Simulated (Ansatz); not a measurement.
# The perfect SiC wire along [111], 38 atoms a period, H-terminated

What gap, if any, does the SiC wire along [111], 38 atoms a period, H-terminated have, and how does it change with the functional and under strain?

Main program and level: Ansatz 0.2.0; DFT PBE, plane waves, PAW; relaxation of a wire's period; PAW set soft_1, in the first sound run; inputs show where later runs differ.

**1. The starting structure**

The cell holds 68 atoms: 19 Si, 19 C and 30 H. Its edges and angles: a = 15.395 Å, b = 16.394 Å, c = 7.586 Å, α = 90.0°, β = 90.0°, γ = 90.0°. Vacuum lies along a and b. The structure's axis is c.

**2. Relaxation of atoms and period**

Band widths follow the bond lengths, so the wire is relaxed first. The atoms and the third cell vector are free; the box across stays fixed as vacuum. A Fermi-Dirac smearing is set since the result may be a metal. The pressure printed is a third of the stress's trace over the whole box, vacuum included; only the stress along the axis is relaxed.

Contents of input.yaml:

```yaml
crystal:
  lattice:
    - [15.395, 0.0, 0.0]
    - [0.0, 16.394, 0.0]
    - [0.0, 0.0, 7.5863825372]
  atoms:
    - { symbol: Si, position: [0.399403301, 0.346467796, 0.0] }
    - { symbol: Si, position: [0.499992054, 0.510075901, 0.0] }
    - { symbol: Si, position: [0.600580807, 0.346467796, 0.0] }
    - { symbol: Si, position: [0.70116956, 0.510075901, 0.0] }
    - { symbol: C, position: [0.298814548, 0.510075901, 0.25] }
    - { symbol: C, position: [0.399403301, 0.346467796, 0.25] }
    - { symbol: C, position: [0.399403301, 0.673684005, 0.25] }
    - { symbol: C, position: [0.499992054, 0.510075901, 0.25] }
    - { symbol: C, position: [0.600580807, 0.346467796, 0.25] }
    - { symbol: C, position: [0.600580807, 0.673684005, 0.25] }
    - { symbol: C, position: [0.70116956, 0.510075901, 0.25] }
    - { symbol: H, position: [0.220850926, 0.661417377, 0.26874392] }
    - { symbol: H, position: [0.499992054, 0.207392949, 0.26874392] }
    - { symbol: H, position: [0.779133183, 0.661417377, 0.26874392] }
    - { symbol: H, position: [0.239413693, 0.477870639, 0.299210982] }
    - { symbol: H, position: [0.340002446, 0.314262534, 0.299210982] }
    - { symbol: H, position: [0.399403301, 0.738094529, 0.299210982] }
    - { symbol: H, position: [0.600580807, 0.738094529, 0.299210982] }
    - { symbol: H, position: [0.659981663, 0.314262534, 0.299210982] }
    - { symbol: H, position: [0.760570416, 0.477870639, 0.299210982] }
    - { symbol: Si, position: [0.298814548, 0.61914797, 0.333333333] }
    - { symbol: Si, position: [0.399403301, 0.455539866, 0.333333333] }
    - { symbol: Si, position: [0.499992054, 0.61914797, 0.333333333] }
    - { symbol: Si, position: [0.499992054, 0.291931761, 0.333333333] }
    - { symbol: Si, position: [0.600580807, 0.455539866, 0.333333333] }
    - { symbol: Si, position: [0.70116956, 0.61914797, 0.333333333] }
    - { symbol: C, position: [0.298814548, 0.61914797, 0.583333333] }
    - { symbol: C, position: [0.399403301, 0.455539866, 0.583333333] }
    - { symbol: C, position: [0.499992054, 0.61914797, 0.583333333] }
    - { symbol: C, position: [0.499992054, 0.291931761, 0.583333333] }
    - { symbol: C, position: [0.600580807, 0.455539866, 0.583333333] }
    - { symbol: C, position: [0.70116956, 0.61914797, 0.583333333] }
    - { symbol: H, position: [0.220850926, 0.443273237, 0.602077253] }
    - { symbol: H, position: [0.298814548, 0.316465018, 0.602077253] }
    - { symbol: H, position: [0.422028431, 0.770489446, 0.602077253] }
    - { symbol: H, position: [0.577955677, 0.770489446, 0.602077253] }
    - { symbol: H, position: [0.70116956, 0.316465018, 0.602077253] }
    - { symbol: H, position: [0.779133183, 0.443273237, 0.602077253] }
    - { symbol: H, position: [0.239413693, 0.586942709, 0.632544315] }
    - { symbol: H, position: [0.298814548, 0.683558494, 0.632544315] }
    - { symbol: H, position: [0.440591199, 0.259726499, 0.632544315] }
    - { symbol: H, position: [0.55939291, 0.259726499, 0.632544315] }
    - { symbol: H, position: [0.70116956, 0.683558494, 0.632544315] }
    - { symbol: H, position: [0.760570416, 0.586942709, 0.632544315] }
    - { symbol: Si, position: [0.298814548, 0.401003831, 0.666666667] }
    - { symbol: Si, position: [0.399403301, 0.564611936, 0.666666667] }
    - { symbol: Si, position: [0.499992054, 0.401003831, 0.666666667] }
    - { symbol: Si, position: [0.499992054, 0.72822004, 0.666666667] }
    - { symbol: Si, position: [0.600580807, 0.564611936, 0.666666667] }
    - { symbol: Si, position: [0.70116956, 0.401003831, 0.666666667] }
    - { symbol: C, position: [0.298814548, 0.401003831, 0.916666667] }
    - { symbol: C, position: [0.399403301, 0.564611936, 0.916666667] }
    - { symbol: C, position: [0.499992054, 0.401003831, 0.916666667] }
    - { symbol: C, position: [0.499992054, 0.72822004, 0.916666667] }
    - { symbol: C, position: [0.600580807, 0.564611936, 0.916666667] }
    - { symbol: C, position: [0.70116956, 0.401003831, 0.916666667] }
    - { symbol: H, position: [0.220850926, 0.552345307, 0.935410586] }
    - { symbol: H, position: [0.321439679, 0.715953412, 0.935410586] }
    - { symbol: H, position: [0.399403301, 0.261928984, 0.935410586] }
    - { symbol: H, position: [0.600580807, 0.261928984, 0.935410586] }
    - { symbol: H, position: [0.67854443, 0.715953412, 0.935410586] }
    - { symbol: H, position: [0.779133183, 0.552345307, 0.935410586] }
    - { symbol: H, position: [0.239413693, 0.368798569, 0.965877649] }
    - { symbol: H, position: [0.499992054, 0.792630564, 0.965877649] }
    - { symbol: H, position: [0.760570416, 0.368798569, 0.965877649] }
    - { symbol: Si, position: [0.298814548, 0.510075901, 0.0] }
    - { symbol: Si, position: [0.399403301, 0.673684005, 0.0] }
    - { symbol: Si, position: [0.600580807, 0.673684005, 0.0] }
kpoints:
  mp_grid: { grid: [1, 1, 11] }
scf:
  occupations: { method: fermi_dirac, width: 0.05 }
hamiltonian:
  xc: pbe
  pseudopotentials: { kind: paw, azcp: { folder: soft_1 } }
relax:
  cell: { fix: [a, b, alpha, beta, gamma] }
  max_steps: 45
  f_tol: 0.03
```

Command:

```bash
> ansatz run input.yaml --threads 16 --pin off --max-ram 61440MiB --backend cuda --events-out ev --progress --plain --runs-dir out --max-vram 78GiB
```

Numbers of over 12 decimals in the logs are rounded to 6 here.

The log of the run:

```text
Engine: ansatz 0.2.0, aarch64-unknown-linux-gnu
Pseudopotentials: kind: paw
Pseudopotential: Si, paw, valence charge 4, recommended cutoff 420 eV (normal), soft_1/Si.paw.azcp
Pseudopotential: C, paw, valence charge 4, recommended cutoff 420 eV (normal), soft_1/C.paw.azcp
Pseudopotential: H, paw, valence charge 1, recommended cutoff 420 eV (normal), soft_1/H.paw.azcp
Functional definition: PBE
  parameter kappa = 0.804
  parameter beta = 0.066725
  exchange = pbe_x(kappa = kappa, mu = beta*pi^2/3)
  correlation = pbe_c(beta = beta)
[...]
Crystal: 68 atoms, lattice volume = 1914.694 Å³
Basis set: ecut = 420 eV, 37469 PW (Γ), exchange–correlation on 216×240×108 points (8 copies of the dense FFT grid, shifted against one another)
Bands: 159, of which v1, the nominal top of the filled ones, is band 91 counted from 1 (90 counted from 0)
Symmetry: 2 space group operations
Space group: Pm (ITA 6), of the structure as read, at distance tolerance 1.2e-4 Å
k-points: 6 of 11 (time reversal used)
Non-local potential: Si, projectors of the file, l = 0: 2, l = 1: 2, l = 2: 1
Non-local potential: C, projectors of the file, l = 0: 2, l = 1: 2, l = 2: 1
Non-local potential: H, projectors of the file, l = 0: 2, l = 1: 1
PAW form: soft (Blöchl's): semilocal exchange-correlation on the pseudo side does not see the compensation charge
PAW one-centre angular grid: Si, 110 points (default); XC on 64 Gauss nodes
PAW one-centre angular grid: C, 110 points (default); XC on 64 Gauss nodes
PAW one-centre angular grid: H, 110 points (default); XC on 64 Gauss nodes
Initial density: superposition of atomic densities (neutral atoms: chi_scale 0, normalization atom)
Initial wavefunctions: pseudopotential atomic-orbital guess
[...]
Functional: x = pbe(κ = 0.804, μ = 0.219515), c = pbe(β = 0.066725)
SCF iter   1: F=—  HF=-17378.070821 eV  |F-HF|=—  |Δ(HF+E_count)|=         —  Δρ=7.69e-2  dr2=1.42e2  ethr=3.10e-3  ⟨swp⟩=8.5  Hψ=5963  notcnv=0  defer=139
preconditioner: auto → Resta (q_TF=auto, 1.843 Å⁻¹)  ε∞=1.7  [insulator: Δε(μ)=5.063 eV  Ē_g=13.322 eV  σ=0.050 eV  W_gap=1.00  n_scr=196 (ndim 8)  ℏωp=11.4 eV  f_vac=0.564  D(μ)=0.00/eV (n_scr^D=0)  ε∞_Penn≈1.7  vacuum switching on, ρ_ref=1.3e-2 e/Å³]
SCF iter   2: F=—  HF=-17336.032449 eV  |F-HF|=—  |Δ(HF+E_count)|=    4.20e1  Δρ=2.84e-2  dr2=1.03e1  ethr=3.10e-3  ⟨swp⟩=4.3  Hψ=2327  notcnv=0  defer=365
[...]
SCF iter  10: F=-17333.274064 eV  HF=-17333.274064 eV  |F-HF|=1.26e-8  |Δ(HF+E_count)|=   3.46e-7  Δρ=1.63e-6  dr2=5.51e-8  ethr=5.49e-11  ⟨swp⟩=3.8  Hψ=3171  notcnv=0
SCF 1 converged in 10 iterations: F = -17333.274064 eV  dr2 = 5.51e-8
  greatest PAW one-centre occupation: 0.646 electrons in one spin orbital (limit 2), on the C atom at site 29 (counted from 0), in its partial waves of l = 0
relax step   1: F+E_penalty+E_count = -17333.27406372 eV  Δ(F+E_penalty+E_count) = +0.000e0 eV  max|allowed force component| = 6.876e-1 eV/Å  Δτ_max = 0.0000 Å  P = +0.068 GPa  Ω = 1914.694 Å³  fix = [a, b, alpha, beta, gamma]  reactions: a -0.107, b -0.102 GPa; alpha -0.002 GPa/rad  (10 SCF iters, dr2 threshold 1.00e-7 eV, accepted)
[...]
Crystal: 68 atoms, lattice volume = 1940.390 Å³
Basis set: ecut = 420 eV, 37985 PW (Γ), exchange–correlation on 216×240×108 points (8 copies of the dense FFT grid, shifted against one another)
[...]
iter 1 solved again at ethr=1.88e-4 eV; its pass at ethr=3.10e-3 eV (dr2=3.43e-1 eV) is discarded
SCF iter   1: F=—  HF=-17333.728217 eV  |F-HF|=—  |Δ(HF+E_count)|=         —  Δρ=4.85e-3  dr2=3.68e-1  ethr=1.88e-4  ⟨swp⟩=6.5  Hψ=5380  notcnv=0
preconditioner: auto → Resta (q_TF=auto, 1.839 Å⁻¹)  ε∞=2.0  [insulator: Δε(μ)=3.261 eV  Ē_g=11.603 eV  σ=0.050 eV  W_gap=1.00  n_scr=200 (ndim 8)  ℏωp=11.4 eV  f_vac=0.615  D(μ)=0.00/eV (n_scr^D=0)  ε∞_Penn≈2.0  vacuum switching on, ρ_ref=9.8e-3 e/Å³]
SCF iter   2: F=—  HF=-17333.649813 eV  |F-HF|=—  |Δ(HF+E_count)|=   7.84e-2  Δρ=2.03e-3  dr2=4.84e-2  ethr=1.88e-4  ⟨swp⟩=3.3  Hψ=2089  notcnv=0
[...]
SCF iter   6: F=-17333.646378 eV  HF=-17333.646379 eV  |F-HF|=1.35e-6  |Δ(HF+E_count)|=   4.71e-6  Δρ=1.49e-5  dr2=5.53e-6  ethr=3.74e-9  ⟨swp⟩=5.0  Hψ=3096  notcnv=0
SCF 2 converged in 6 iterations: F = -17333.646378 eV  dr2 = 5.53e-6
[...]
relax step   2: F+E_penalty+E_count = -17333.64637810 eV  Δ(F+E_penalty+E_count) = -3.723e-1 eV  max|allowed force component| = 4.363e-1 eV/Å  Δτ_max = 0.0649 Å  P = -0.044 GPa  Ω = 1940.390 Å³  energy of the carried Pulay correction = -8.761e-3 eV  fix = [a, b, alpha, beta, gamma]  reactions: a +0.116, b +0.124 GPa; alpha -0.004 GPa/rad  (6 SCF iters, dr2 threshold 6.80e-6 eV, accepted)
[...]
relax step   3: F+E_penalty+E_count = -17333.69856452 eV  Δ(F+E_penalty+E_count) = -5.219e-2 eV  max|allowed force component| = 7.745e-2 eV/Å  Δτ_max = 0.0214 Å  P = -0.042 GPa  Ω = 1936.231 Å³  energy of the carried Pulay correction = -7.351e-3 eV  fix = [a, b, alpha, beta, gamma]  reactions: a -0.028, b -0.030 GPa; alpha -0.001 GPa/rad  (5 SCF iters, dr2 threshold 6.80e-6 eV, accepted)
[...]
relax step   4: F+E_penalty+E_count = -17333.70130792 eV  Δ(F+E_penalty+E_count) = -2.743e-3 eV  max|allowed force component| = 1.835e-2 eV/Å  Δτ_max = 0.0050 Å  P = -0.005 GPa  Ω = 1935.696 Å³  energy of the carried Pulay correction = -7.169e-3 eV  fix = [a, b, alpha, beta, gamma]  reactions: a -0.006, b -0.009 GPa; alpha -0.000 GPa/rad  (5 SCF iters, dr2 threshold 3.75e-7 eV, accepted)
[...]
relax step   5: F+E_penalty+E_count = -17333.70954390 eV  Δ(F+E_penalty+E_count) = -8.236e-3 eV  max|allowed force component| = 1.855e-2 eV/Å  Δτ_max = 0.0000 Å  P = +0.001 GPa  Ω = 1935.696 Å³  fix = [a, b, alpha, beta, gamma]  reactions: a -0.004, b -0.007 GPa; alpha -0.000 GPa/rad  stress off target by 1.33e-2 GPa on what of the cell is left free  SCF on the basis re-selected at this cell (its energy is not comparable with the rows above)  (6 SCF iters)
[...]
- { symbol: C, position: [0.699263, 0.511437, 0.248297] }
    - { symbol: H, position: [0.218737, 0.662544, 0.268801] }
    - { symbol: H, position: [0.500000, 0.205102, 0.268879] }
    - { symbol: H, position: [0.781263, 0.662544, 0.268801] }
    - { symbol: H, position: [0.241656, 0.479766, 0.294002] }
    - { symbol: H, position: [0.342868, 0.315140, 0.294017] }
    - { symbol: H, position: [0.398787, 0.735333, 0.293975] }
    - { symbol: H, position: [0.601213, 0.735333, 0.293975] }
    - { symbol: H, position: [0.657132, 0.315140, 0.294017] }
    - { symbol: H, position: [0.758344, 0.479766, 0.294002] }
    - { symbol: Si, position: [0.298428, 0.619375, 0.334075] }
    - { symbol: Si, position: [0.399236, 0.455460, 0.335191] }
    - { symbol: Si, position: [0.500000, 0.619357, 0.335194] }
    - { symbol: Si, position: [0.500000, 0.291534, 0.334101] }
    - { symbol: Si, position: [0.600764, 0.455460, 0.335191] }
    - { symbol: Si, position: [0.701572, 0.619375, 0.334075] }
    - { symbol: C, position: [0.299685, 0.618673, 0.579322] }
    - { symbol: C, position: [0.399047, 0.455340, 0.584055] }
    - { symbol: C, position: [0.500000, 0.619537, 0.584055] }
    - { symbol: C, position: [0.500000, 0.292871, 0.579341] }
    - { symbol: C, position: [0.600953, 0.455340, 0.584055] }
    - { symbol: C, position: [0.700315, 0.618673, 0.579322] }
    - { symbol: H, position: [0.217986, 0.441257, 0.605674] }
    - { symbol: H, position: [0.295570, 0.315117, 0.605699] }
    - { symbol: H, position: [0.422418, 0.773783, 0.605638] }
    - { symbol: H, position: [0.577582, 0.773783, 0.605638] }
    - { symbol: H, position: [0.704430, 0.315117, 0.605699] }
    - { symbol: H, position: [0.782014, 0.441257, 0.605674] }
    - { symbol: H, position: [0.240375, 0.588676, 0.627294] }
    - { symbol: H, position: [0.297706, 0.681906, 0.627292] }
    - { symbol: H, position: [0.442669, 0.259660, 0.627333] }
    - { symbol: H, position: [0.557331, 0.259660, 0.627333] }
    - { symbol: H, position: [0.702294, 0.681906, 0.627292] }
    - { symbol: H, position: [0.759625, 0.588676, 0.627294] }
    - { symbol: Si, position: [0.299463, 0.401347, 0.670938] }
    - { symbol: Si, position: [0.398809, 0.564955, 0.668130] }
    - { symbol: Si, position: [0.500000, 0.400367, 0.668134] }
    - { symbol: Si, position: [0.500000, 0.727558, 0.670921] }
    - { symbol: Si, position: [0.601191, 0.564955, 0.668130] }
    - { symbol: Si, position: [0.700537, 0.401347, 0.670938] }
    - { symbol: C, position: [0.300628, 0.401977, 0.915965] }
    - { symbol: C, position: [0.399111, 0.564774, 0.916692] }
    - { symbol: C, position: [0.500000, 0.400671, 0.916694] }
    - { symbol: C, position: [0.500000, 0.726268, 0.915950] }
    - { symbol: C, position: [0.600889, 0.564774, 0.916692] }
    - { symbol: C, position: [0.699372, 0.401977, 0.915965] }
    - { symbol: H, position: [0.218843, 0.552238, 0.940168] }
    - { symbol: H, position: [0.320504, 0.717601, 0.940165] }
    - { symbol: H, position: [0.398334, 0.260334, 0.940214] }
    - { symbol: H, position: [0.601666, 0.260334, 0.940214] }
    - { symbol: H, position: [0.679496, 0.717601, 0.940165] }
    - { symbol: H, position: [0.781157, 0.552238, 0.940168] }
    - { symbol: H, position: [0.241903, 0.370138, 0.962787] }
    - { symbol: H, position: [0.500000, 0.789951, 0.962740] }
    - { symbol: H, position: [0.758097, 0.370138, 0.962787] }
    - { symbol: Si, position: [0.299591, 0.509900, 0.00268438] }
    - { symbol: Si, position: [0.399971, 0.673176, 0.0026773] }
    - { symbol: Si, position: [0.600029, 0.673176, 0.0026773] }
```

Elapsed: 6.9 s, on 1 × NVIDIA GB200 with 16 threads of Arm Neoverse V2, shared host; peak memory 1.4 GiB; 29 s of CPU time.

Step by step:

```
step  energy less that of the first step (eV)  largest force component (eV/Å)  pressure (GPa)  volume (Å³)
   1                                   0.0000                          0.6876            0.07      1914.69
   2                                  -0.3723                          0.4363           -0.04      1940.39
   3                                  -0.4245                          0.0775           -0.04      1936.23
   4                                  -0.4272                          0.0183            0.00      1935.70
   5                                  -0.4355                          0.0185            0.00      1935.70
```

Forces are held to the 2 operations that the run works with; a distortion that breaks them can't arise in this run.

```
cell as run  before  after  change
      c (Å)   7.586  7.670  +1.1 %
```

The atoms that moved most (Å, along periodic axes as changes of fractional coordinates times the final cell, across vacuum about the mean position):

```
atom      dx      dy      dz  length
 H33  -0.044  -0.033   0.028   0.062
 H38   0.044  -0.033   0.028   0.062
 H37   0.050  -0.022   0.028   0.061
 H34  -0.050  -0.022   0.028   0.061
 H18   0.010  -0.045  -0.040   0.061
 H17  -0.010  -0.045  -0.040   0.061
 H20  -0.034   0.031  -0.040   0.061
 H15   0.034   0.031  -0.040   0.061
```

Numbers from this step:

- cell length along the wire: 7.670 Å

The cell's length comes to 7.670 Å with spin left out.

(Continued in part 2 of 3.)

[Logs are printed without paths, hosts, clocks, repeated set-up lines and the standing remarks that a program may print on its own settings, such as how far it seeks lower states.]

[Hosts, paths, dates, database ids (printed as entryN), source tags and the programs' standing remarks are cut or masked in the printed files.]
